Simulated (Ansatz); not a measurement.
# 1T-CdBrI monolayer in a perpendicular field

What dipole does a perpendicular field induce in the 1T-CdBrI monolayer, and does the gap follow? A positive field points along +c.

Method: plane-wave DFT, PBE-D3(BJ), Ansatz PAW, in Ansatz 0.2.0.

**1. Starting point**

The cell holds 3 atoms: 1 I, 1 Cd and 1 Br. Its edges and angles: a = 4.200 Å, b = 4.200 Å, c = 35.560 Å, α = 90.0°, β = 90.0°, γ = 120.0°. Vacuum lies along c.

**2. Relaxation**

The starting cell is a guess, so the in-plane lattice and the atoms are relaxed first, with the slab cut off from its images along the normal.

input.yaml reads:

```yaml
crystal:
  lattice:
    - [4.2, 0.0, 0.0]
    - [-2.1, 3.6373066959, 0.0]
    - [0.0, 0.0, 35.5597564834]
  atoms:
    - { symbol: I, position: [0.6666666667, 0.3333333333, 0.4682259286] }
    - { symbol: Cd, position: [0.0, 0.0, 0.5063438639] }
    - { symbol: Br, position: [0.3333333333, 0.6666666667, 0.5317740714] }
  periodic: [true, true, false]
kpoints:
  mp_grid: { grid: [12, 12, 1] }
hamiltonian:
  xc: pbe
  dispersion: d3bj
scf:
  occupations: { method: fermi_dirac, width: 0.05 }
  convergence: { dr2_threshold: 1.0e-09 }
relax:
  f_tol: 0.004
  max_steps: 90
  cell: {}
output:
  write_potential: true
  write_density: true
  volumetric_format: npy
```

Started as:

```
$ ansatz run input.yaml --threads 2 --pin off --max-ram 3072MiB --backend cpu --events-out ev --progress --plain --runs-dir out
```

Then come: atoms held, field 0; atoms held, field 0.1 V/Å; atoms held, field -0.1 V/Å; response, atoms held. Settings of the main run: cutoff 420 eV, 12×12×1 k-mesh, smearing width 0.02585 eV, 1 layers, stack 1T-CdBrI monolayer.

Before running: what should come out for the gap without field; and equivalent conductor thickness, atoms held?

The induced dipole equals that of a perfect conductor 5.04 Å thick, while the outer atoms lie 3.31 Å apart; an out-of-plane ε follows only once a thickness t is chosen, by 1 − 1/ε = 5.04 Å / t. The two faces differ: the vacuum level above lies 0.31 eV higher than the one below. The gap goes from 2.58 eV to 2.55 eV at -0.1 V/Å.

- gap without field: 2.58 eV
- ionisation energy, upper face: 6.47 eV
- electron affinity, upper face: 3.89 eV
- step between the vacuum levels: 0.308 eV
- equivalent conductor thickness, atoms held: 5.04 Å

Semilocal functionals give gaps that are too small, and excitons are not included. Spin-orbit coupling is left out, which matters for the bands of elements this heavy.

[Logs are printed without paths, hosts, clocks, repeated set-up lines and the standing remarks that a program may print on its own settings, such as how far it seeks lower states.]

[Hosts, paths, dates, database ids (printed as entryN), source tags and the programs' standing remarks are cut or masked in the printed files.]

[Maps of the electrostatic potential energy from Ansatz leave out the sawtooth potential of an applied field or a dipole correction, so their vacuum need not be flat; planar profiles and work functions include it.]
